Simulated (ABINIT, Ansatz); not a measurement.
An input for ABINIT 10.8.3 (SrIBr (Pnma)):

```
acell 3*1.0 Angstrom
rprim 
  8.169106000000 0.000000000000 0.000000000000
  0.000000000000 5.131914000000 0.000000000000
  0.000000000000 0.000000000000 11.030852000000
ntypat 3
znucl 38 53 35
natom 12
typat 1 1 1 1 2 2 2 2 3 3 3 3
xred 
  0.280131000000 0.750000000000 0.421100000000
  0.780131000000 0.750000000000 0.078900000000
  0.719869000000 0.250000000000 0.578900000000
  0.219869000000 0.250000000000 0.921100000000
  0.367160000000 0.750000000000 0.109521000000
  0.867160000000 0.750000000000 0.390479000000
  0.632840000000 0.250000000000 0.890479000000
  0.132840000000 0.250000000000 0.609521000000
  0.517796000000 0.750000000000 0.637160000000
  0.017796000000 0.750000000000 0.862840000000
  0.482204000000 0.250000000000 0.362840000000
  0.982204000000 0.250000000000 0.137160000000
pp_dirpath "pseudos"
pseudos "Sr.upf, I.upf, Br.upf"
ecut 31
ngkpt 2 2 1
nshiftk 1
shiftk 0 0 0
kptopt 1
chksymbreak 0
iscf -2
irdden 1
istwfk *1
nband 370
nbdbuf 32
tolwfr 1e-09
nstep 60
prtvol 0
indata_prefix "in"
outdata_prefix "out"
tmpdata_prefix "tmp"
```

```sh
OMP_NUM_THREADS=1 mpirun -n 4 abinit run.abi > log
```

Q: Estimate wall time and host memory on 4 MPI ranks of Arm Neoverse V2, shared host.

It took 12 min; on shared hardware allow 6.2 min to 25 min. Peak host memory was 1.3 GiB.

[Paths, hosts, dates, memory and timing lines, banners, echoed tables and standing remarks are left out of the program output.]

[Logs are printed without paths, hosts, clocks, repeated set-up lines and the standing remarks that a program may print on its own settings, such as how far it seeks lower states.]

[Runs of the session that timed out or met a known fault of the program may be left out.]

[Hosts, paths, dates, database ids (printed as entryN), source tags and the programs' standing remarks are cut or masked in the printed files.]

[G0W0 gaps are taken among the corrected bands and points alone; a level outside them can change the order at an edge.]

[Where Ansatz stands beside ABINIT at settings called matched, ABINIT's density can come from a denser mesh and the files from another edition; pairs whose starting gaps differed by over 0.03 eV were left out, so agreement reads better than it is.]
